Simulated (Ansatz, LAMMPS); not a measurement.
# Relaxing amorphous carbon (106 atoms)

How does amorphous carbon (106 atoms) relax, and what do bonds, charges and levels look like afterwards?

Calculated with Ansatz 0.2.0; Kohn-Sham DFT, PBE, PAW (set soft_2), plane waves.

**1. Starting point**

The cell holds 106 atoms: 106 C. Cell: a = 10.737 Å, b = 10.737 Å, c = 10.737 Å, α = 90.0°, β = 90.0°, γ = 90.0°. 106 atoms (106 C) placed at random at 1.71 g/cm³, melted at 6000 K for 10 ps at fixed volume with the LCBOP (Los and Fasolino, Phys. Rev. B 68, 024107 (2003)). Quenched from 6000 K to 100 K at 500 K/ps and fixed volume, held 5 ps, then minimised at fixed cell.

Limits known from the start: The quench rate of 500 K/ps is many orders above laboratory rates, so the cell is likely richer in defects and strain than a real sample. The network of bonds at the start is that of the classical potential that made the cell. Only the Γ point is sampled, in a cell whose shortest periodic width is 11 Å.

**2. How the cell was made**

A classical potential makes the cell, at a small fraction of what the same run would cost in DFT.

This step: classical MD, LCBOP (Los and Fasolino, Phys. Rev. B 68, 024107 (2003)) (LAMMPS 22 Jul 2025 - Update 4).

Input file in.lmp:

```
# melt-quench of C106
units metal
atom_style atomic
boundary p p p
region box block 0 10.7370 0 10.7370 0 10.7370
create_box 1 box
mass 1 12.0110   # C
create_atoms 1 random 106 757277 NULL overlap 1.63 maxtry 2000
pair_style lcbop
pair_coeff * * C.lcbop C
neigh_modify delay 0 every 1 check yes
thermo_style custom step time temp pe press density
thermo_modify norm yes
timestep 0.0005
thermo 100
min_style cg
minimize 1e-4 1e-4 200 2000
reset_timestep 0
velocity all create 6000 757278 mom yes dist gaussian
fix lim all nve/limit 0.05
fix lan all langevin 6000 6000 0.05 757279 zero yes
thermo 500
run 1000 post no
unfix lim
unfix lan
thermo 3333
fix md all nvt temp 6000 6000 0.05
run 20000 post no
unfix md
thermo 2360
fix md all nvt temp 6000 100 0.05
run 23600 post no
unfix md
thermo 5000
fix md all nvt temp 100 100 0.05
run 10000 post no
unfix md
thermo 100
min_style cg
minimize 0 1e-3 2000 20000
write_dump all custom glass.dump id type xs ys zs modify sort id
```

On the command line:

```
> lmp -in in.lmp -log none -nocite
```

Numbers of over 12 decimals in the logs are rounded to 6 here.

What it wrote:

```text
LAMMPS (22 Jul 2025 - Update 4)
Created orthogonal box = (0 0 0) to (10.737 10.737 10.737)
Created 106 atoms
   Step          Time           Temp          PotEng         Press         Density
         0   0              0             -2.0580952     -316498.02      1.7079896
        60   0.03           0             -5.6513563      49127.156      1.7079896
Loop time of 0.078054 s on 1 MPI rank(s) for 60 steps with 106 atoms
Minimization stats:
  Stopping criterion = linesearch alpha is zero
  Energy initial, next-to-last, final =
     -2.05809521180954  -5.65135634166515  -5.65135634166515
  Force two-norm initial, final = 96.628242 4.1439755
[... 33 lines left out ...]
     50000   25             91.501883     -6.7381144     -140006.21      1.7079896
     54600   27.3           90.757516     -6.7372717     -143410.26      1.7079896
Loop time of 4.75176 s on 1 MPI rank(s) for 10000 steps with 106 atoms
   Step          Time           Temp          PotEng         Press         Density
     54600   27.3           90.757516     -6.7372717     -143410.26      1.7079896
     54698   27.349         90.757516     -6.7508659     -144583.36      1.7079896
Loop time of 0.0993844 s on 1 MPI rank(s) for 98 steps with 106 atoms
Minimization stats:
  Stopping criterion = force tolerance
  Energy initial, next-to-last, final =
     -6.73727173702127  -6.75086592543825  -6.75086592553365
  Force two-norm initial, final = 10.586751 0.0009731911
  Iterations, force evaluations = 98 196
```

Run time: 34 s. Hardware: 1 thread of Arm Neoverse V2, shared host; peak memory 0.071 GiB.

**3. Single point at the start**

The forces at the start show how far the geometry lies from a minimum of this functional.

Input file input.yaml:

```yaml
crystal:
  lattice:
    - [10.737, 0.0, 0.0]
    - [0.0, 10.737, 0.0]
    - [0.0, 0.0, 10.737]
  atoms:
    - { symbol: C, position: [0.68092, 0.9665, 0.69764] }
    - { symbol: C, position: [0.95815, 0.34392, 0.3778] }
    - { symbol: C, position: [0.70664, 0.1126, 0.47028] }
    - { symbol: C, position: [0.47444, 0.7749, 0.02686] }
    - { symbol: C, position: [0.9886, 0.95929, 0.30629] }
    - { symbol: C, position: [0.29589, 0.44016, 0.15221] }
    - { symbol: C, position: [0.22841, 0.19912, 0.82689] }
    - { symbol: C, position: [0.59942, 0.98701, 0.91959] }
    - { symbol: C, position: [0.15673, 0.09085, 0.38334] }
    - { symbol: C, position: [0.49471, 0.45866, 0.60835] }
    - { symbol: C, position: [0.72342, 0.6342, 0.37048] }
    - { symbol: C, position: [0.9762, 0.68801, 0.19638] }
    - { symbol: C, position: [0.61078, 0.90375, 0.14884] }
    - { symbol: C, position: [0.89471, 0.74015, 0.59935] }
    - { symbol: C, position: [0.90697, 0.64089, 0.50625] }
    - { symbol: C, position: [0.08107, 0.20842, 0.82704] }
    - { symbol: C, position: [0.36285, 0.21832, 0.44786] }
    - { symbol: C, position: [0.37126, 0.8172, 0.3355] }
    - { symbol: C, position: [0.99381, 0.29866, 0.89191] }
    - { symbol: C, position: [0.85271, 0.22838, 0.62817] }
    - { symbol: C, position: [0.36582, 0.99799, 0.47521] }
    - { symbol: C, position: [0.21132, 0.81182, 0.49719] }
    - { symbol: C, position: [0.77918, 0.04317, 0.07785] }
    - { symbol: C, position: [0.23818, 0.41209, 0.72805] }
    - { symbol: C, position: [0.72034, 0.53713, 0.5798] }
    - { symbol: C, position: [0.67473, 0.30663, 0.20884] }
    - { symbol: C, position: [0.03109, 0.2887, 0.27397] }
    - { symbol: C, position: [0.63235, 0.41386, 0.4154] }
    - { symbol: C, position: [0.08401, 0.87408, 0.4972] }
    - { symbol: C, position: [0.20333, 0.72185, 0.74826] }
    - { symbol: C, position: [0.0198, 0.1044, 0.75707] }
    - { symbol: C, position: [0.31374, 0.88074, 0.43715] }
    - { symbol: C, position: [0.19271, 0.4976, 0.63763] }
    - { symbol: C, position: [0.97393, 0.6436, 0.0813] }
    - { symbol: C, position: [0.67083, 0.90598, 0.82153] }
    - { symbol: C, position: [0.85087, 0.95171, 0.54557] }
    - { symbol: C, position: [0.82724, 0.29734, 0.39741] }
    - { symbol: C, position: [0.10566, 0.9996, 0.75406] }
    - { symbol: C, position: [0.51879, 0.65812, 0.26976] }
    - { symbol: C, position: [0.21471, 0.63291, 0.64483] }
    - { symbol: C, position: [0.57124, 0.48568, 0.84828] }
    - { symbol: C, position: [0.71225, 0.33958, 0.3334] }
    - { symbol: C, position: [0.82866, 0.46109, 0.61445] }
    - { symbol: C, position: [0.66209, 0.39569, 0.89821] }
    - { symbol: C, position: [0.60442, 0.28982, 0.9603] }
    - { symbol: C, position: [0.48572, 0.86266, 0.1243] }
    - { symbol: C, position: [0.92467, 0.51208, 0.53486] }
    - { symbol: C, position: [0.81021, 0.00785, 0.662] }
    - { symbol: C, position: [0.01077, 0.43073, 0.47361] }
    - { symbol: C, position: [0.80791, 0.5701, 0.91395] }
    - { symbol: C, position: [0.95171, 0.85716, 0.55573] }
    - { symbol: C, position: [0.89251, 0.87053, 0.30318] }
    - { symbol: C, position: [0.66221, 0.98322, 0.04917] }
    - { symbol: C, position: [0.17639, 0.40817, 0.1487] }
    - { symbol: C, position: [0.6843, 0.5311, 0.44869] }
    - { symbol: C, position: [0.8522, 0.66754, 0.38666] }
    - { symbol: C, position: [0.68361, 0.65171, 0.63542] }
    - { symbol: C, position: [0.25951, 0.68881, 0.53221] }
    - { symbol: C, position: [0.31156, 0.074, 0.83612] }
    - { symbol: C, position: [0.56925, 0.9331, 0.61629] }
    - { symbol: C, position: [0.49151, 0.242, 0.48236] }
    - { symbol: C, position: [0.79829, 0.21285, 0.50118] }
    - { symbol: C, position: [0.85702, 0.35, 0.68851] }
    - { symbol: C, position: [0.53601, 0.36861, 0.50366] }
    - { symbol: C, position: [0.51163, 0.81356, 0.64844] }
    - { symbol: C, position: [0.50538, 0.22696, 0.88382] }
    - { symbol: C, position: [0.12182, 0.69559, 0.84333] }
    - { symbol: C, position: [0.40305, 0.8239, 0.72162] }
    - { symbol: C, position: [0.1305, 0.4434, 0.53066] }
    - { symbol: C, position: [0.78999, 0.43719, 0.88822] }
    - { symbol: C, position: [0.67015, 0.84631, 0.26105] }
    - { symbol: C, position: [0.64072, 0.71256, 0.29633] }
    - { symbol: C, position: [0.28867, 0.10705, 0.43542] }
    - { symbol: C, position: [0.49957, 0.01495, 0.52787] }
    - { symbol: C, position: [0.43308, 0.3139, 0.79915] }
    - { symbol: C, position: [0.63126, 0.28107, 0.09205] }
    - { symbol: C, position: [0.76704, 0.91058, 0.33338] }
    - { symbol: C, position: [0.39636, 0.87149, 0.21927] }
    [... 22 atom lines left out ...]
    - { symbol: C, position: [0.06291, 0.3408, 0.15042] }
    - { symbol: C, position: [0.06852, 0.1603, 0.29076] }
    - { symbol: C, position: [0.0099, 0.31574, 0.0274] }
    - { symbol: C, position: [0.40747, 0.49375, 0.15433] }
    - { symbol: C, position: [0.91404, 0.74085, 0.29674] }
    - { symbol: C, position: [0.47148, 0.08921, 0.88145] }
kpoints:
  mp_grid: { grid: [1, 1, 1] }
hamiltonian:
  xc: pbe
scf:
  occupations: { method: gaussian, width: 0.05 }
output:
  forces: true
  stress: true
  populations: intrinsic
  dos:
    method: { smearing: { sigma: 0.08 } }
    de: 0.1
    projected: { site_lists: { C: [C] } }
  eigenvalues: true
```

On the command line:

```
> ansatz run input.yaml --threads 4 --pin off --max-ram 8192MiB --backend cpu --events-out ev --progress --plain --runs-dir out
```

What it wrote:

```text
Engine: ansatz 0.2.0, aarch64-unknown-linux-gnu
Pseudopotentials: kind: paw
Pseudopotential: C, paw, valence charge 4, recommended cutoff 420 eV (normal), C.paw.azcp
[... 5 lines on functional and potentials left out ...]
Crystal: 106 atoms, lattice volume = 1237.795 Å³
Basis set: ecut = 420 eV, 24111 PW (Γ), exchange–correlation on 144×144×144 points (8 copies of the dense FFT grid, shifted against one another)
Bands: 318, of which v1, the nominal top of the filled ones, is band 212 counted from 1 (211 counted from 0)
Symmetry: 1 space group operations
Space group: P1 (ITA 1), of the structure as read, at distance tolerance 1.1e-4 Å
k-points: 1
[... 3 lines on functional and potentials left out ...]
Initial density: superposition of atomic densities (neutral atoms: chi_scale 0, normalization atom), corrected by the library's trained network
Initial wavefunctions: pseudopotential atomic-orbital guess
Functional: x = pbe(κ = 0.804, μ = 0.219515), c = pbe(β = 0.066725)
SCF iter   1: F=—  HF=-26483.008463 eV  |F-HF|=—  |Δ(HF+E_count)|=         —  Δρ=1.69e-2  dr2=7.66e0  ethr=1.77e-3  ⟨swp⟩=5.0  Hψ=1271  notcnv=0  defer=78
preconditioner: auto → LDOS  [insulator: Δε(μ)=0.063 eV  Ē_g=13.050 eV  σ=0.050 eV  W_gap=0.63  n_scr=250 (ndim 8)  ℏωp=21.7 eV  f_vac=0.160  D(μ)=36.56/eV (n_scr^D=250)  ε∞_Penn≈3.8  β→1.0]
SCF iter   2: F=—  HF=-26482.498716 eV  |F-HF|=—  |Δ(HF+E_count)|=   5.10e-1  Δρ=1.12e-2  dr2=3.54e0  ethr=1.77e-3  ⟨swp⟩=2.0  Hψ=377  notcnv=0  defer=92
SCF iter   3: F=—  HF=-26482.357219 eV  |F-HF|=—  |Δ(HF+E_count)|=   1.41e-1  Δρ=4.38e-3  dr2=5.47e-1  ethr=8.35e-4  ⟨swp⟩=3.0  Hψ=395  notcnv=0  defer=92
SCF iter   4: F=—  HF=-26482.341647 eV  |F-HF|=—  |Δ(HF+E_count)|=   1.56e-2  Δρ=1.85e-3  dr2=9.53e-2  ethr=1.29e-4  ⟨swp⟩=1.0  Hψ=226  notcnv=0  defer=92
SCF iter   5: F=—  HF=-26482.337016 eV  |F-HF|=—  |Δ(HF+E_count)|=   4.63e-3  Δρ=8.04e-4  dr2=1.64e-2  ethr=2.25e-5  ⟨swp⟩=2.0  Hψ=238  notcnv=0  defer=92
SCF iter   6: F=—  HF=-26482.336304 eV  |F-HF|=—  |Δ(HF+E_count)|=   7.11e-4  Δρ=4.10e-4  dr2=3.42e-3  ethr=3.87e-6  ⟨swp⟩=2.0  Hψ=248  notcnv=0  defer=92
SCF iter   7: F=—  HF=-26482.336123 eV  |F-HF|=—  |Δ(HF+E_count)|=   1.81e-4  Δρ=2.47e-4  dr2=1.60e-3  ethr=8.06e-7  ⟨swp⟩=2.0  Hψ=272  notcnv=0  defer=92
SCF iter   8: F=—  HF=-26482.336054 eV  |F-HF|=—  |Δ(HF+E_count)|=   6.92e-5  Δρ=1.25e-4  dr2=3.75e-4  ethr=3.77e-7  ⟨swp⟩=2.0  Hψ=227  notcnv=0  defer=92
SCF iter   9: F=—  HF=-26482.336062 eV  |F-HF|=—  |Δ(HF+E_count)|=   8.25e-6  Δρ=8.12e-5  dr2=1.60e-4  ethr=8.85e-8  ⟨swp⟩=2.0  Hψ=272  notcnv=0  defer=92
SCF iter  10: F=—  HF=-26482.336093 eV  |F-HF|=—  |Δ(HF+E_count)|=   3.14e-5  Δρ=3.99e-5  dr2=3.85e-5  ethr=3.78e-8  ⟨swp⟩=2.0  Hψ=227  notcnv=0  defer=92
SCF iter  11: F=—  HF=-26482.337197 eV  |F-HF|=—  |Δ(HF+E_count)|=   1.10e-3  Δρ=2.42e-5  dr2=1.21e-5  ethr=9.08e-9  ⟨swp⟩=1.0  Hψ=318  notcnv=0  defer=92
SCF iter  12: F=—  HF=-26482.337196 eV  |F-HF|=—  |Δ(HF+E_count)|=   6.65e-7  Δρ=1.60e-5  dr2=5.46e-6  ethr=2.85e-9  ⟨swp⟩=2.0  Hψ=384  notcnv=0  defer=92
SCF iter  13: F=—  HF=-26482.337196 eV  |F-HF|=—  |Δ(HF+E_count)|=   5.13e-7  Δρ=8.09e-6  dr2=1.48e-6  ethr=1.29e-9  ⟨swp⟩=2.0  Hψ=338  notcnv=0  defer=92
SCF iter  14: F=—  HF=-26482.337196 eV  |F-HF|=—  |Δ(HF+E_count)|=   1.04e-7  Δρ=4.81e-6  dr2=4.94e-7  ethr=3.49e-10  ⟨swp⟩=2.0  Hψ=384  notcnv=0  defer=92
SCF iter  15: F=—  HF=-26482.337196 eV  |F-HF|=—  |Δ(HF+E_count)|=   3.54e-8  Δρ=2.63e-6  dr2=1.54e-7  ethr=1.17e-10  ⟨swp⟩=2.0  Hψ=338  notcnv=0  defer=92
SCF iter  16: F=-26482.337196 eV  HF=-26482.337196 eV  |F-HF|=4.98e-8  |Δ(HF+E_count)|=   7.81e-9  Δρ=1.68e-6  dr2=6.20e-8  ethr=2.36e-11  ⟨swp⟩=22.0  Hψ=2055  notcnv=0
SCF 1 converged in 16 iterations: F = -26482.337196 eV  dr2 = 6.20e-8
  greatest PAW one-centre occupation: 0.741 electrons in one spin orbital (limit 2), on the C atom at site 66 (counted from 0), in its partial waves of l = 0
SCF converged after 16 iterations
Free energy (F): -26482.337196 eV
Harris-Foulkes:  -26482.337196 eV  (|F-HF|=4.98e-8)
Internal energy: -26482.249603 eV  (E = F + TS)
E sigma→0 (E₀):  -26482.293400 eV
Entropy (-TS):   -0.087592 eV (-0.826 meV/atom)
Fermi energy:    3.940321 eV
--- Per-component energies (eV) ---
  E_band       = -1857.417150
  E_kinetic    = 9255.281989
  E_local      = -25619.485910  (includes V_loc(G=0)·N_el)
  E_nonlocal   = 2842.043981
  E_hartree    = 9235.089645
  E_xc         = -4962.466756
  E_vxc        = -6134.524280  (∫ρ·V_xc dr)
  E_paw        = -10490.095906  (= ΣΔE_a)
  E_vpaw       = -670.913366  (= ΣTr[D̂ρ^β])
  E_aug_tail   = 0.000737  (compensation charges beyond the density's cutoff)
  E_ewald      = -6742.617382
  E_smearing   = -0.087592  (= −TS)
  E_closure    = -0.000000  (closes the sum)
  Σ components = -26482.337196   (vs F -26482.337196, Δ=0.00e0)
--- Forces (eV/Å), atoms counted from 1 ---
  atom   1  C     -0.16239023    -0.10275032    -1.51475057
  atom   2  C      1.11595382     0.72801877     0.55582420
  atom   3  C     -2.78216919    -0.25297457     1.75955451
  atom   4  C      1.28427345    -2.01330412     0.09296393
  atom   5  C      1.18038848     1.87742067     0.83378856
  atom   6  C     -0.13423237     0.68524855    -0.01541383
  atom   7  C      0.20914317    -1.21537868     0.46651041
  atom   8  C      0.08661943    -1.34556323    -0.72663677
  atom   9  C     -1.64765735    -1.09893469    -0.52163803
  atom  10  C      0.20036014     0.63387740    -0.18524561
  atom  11  C      0.97364189     1.33568930    -0.40719639
  atom  12  C     -0.69235070    -0.78976370    -2.10295613
  atom  13  C      1.06361540     0.77481843    -0.02636900
  atom  14  C     -1.15634471     1.06189897     0.83845638
[...]
atom 105  C      1.53513932     0.31735134    -2.62781363
  atom 106  C     -0.06612281     1.93415532    -0.56451916
  max |Σ_I F_I| component: 3.64e-5 eV/Å
--- Stress (GPa, compression-positive) ---
      -19.820837       0.880738      -4.547530
        0.880739      -8.825431      -0.800763
       -4.547529      -0.800762     -14.570534
  P = ⅓ Tr σ = -14.4056 GPa (-144.056 kbar)
--- Band table (eV) ---
  k-point 0: bands = ["-15.1218", "-14.5690", "-14.4129", "-14.2784", [... 302 levels ...], "12.0618", "12.0908", "12.1400", "12.1985", "12.2239", "12.3081", "12.3446", "12.3763", "12.4244", "12.5014", "12.5375", "12.5926"]
--- intrinsic populations: 106 sites ---
  site symbol       q [e]
     0      C      3.9795
     1      C      3.9956
     2      C      3.9969
[...]
105      C      4.0306
  spilling = -0.000000 (of n_electrons = 424.000000)
```

Elapsed: 17 s, on 4 threads of Arm Neoverse V2, shared host; peak memory 1.4 GiB; 65 s of CPU time.

The column dr2 measures how far the density is from self-consistency, as an energy; F and HF (Harris–Foulkes) agree once it is small.

Read from the output:

```yaml
free_energy: -26482.3372 eV
free_energy_per_atom: -249.8334 eV/atom
scf_cycles: 16
pressure: -14.41 GPa
r_m_s_force_component: 1.208 eV/Å
longest_force: 5.378 eV/Å
fermi_energy: 3.94 eV
levels_partly_filled_by_over_2_per_cent: 4
```

The r.m.s. force component of 1.2 eV/Å and the pressure of -14 GPa set the starting point.

Neighbours are counted within 1.85 Å (C-C).

Length of the force by element and coordination:

```tsv
element	coordination	atoms	mean length of the force (eV/Å)	spread	least	most
C	all	106	1.84	1.01	0.212	5.38
C	1	1	1.35	0	1.35	1.35
C	2	18	2.10	1.46	0.688	5.38
C	3	87	1.79	0.876	0.212	3.90
```

[end of part 1 of 3]

[Logs are printed without paths, hosts, clocks, repeated set-up lines and the standing remarks that a program may print on its own settings, such as how far it seeks lower states.]

[Hosts, paths, dates, database ids (printed as entryN), source tags and the programs' standing remarks are cut or masked in the printed files.]
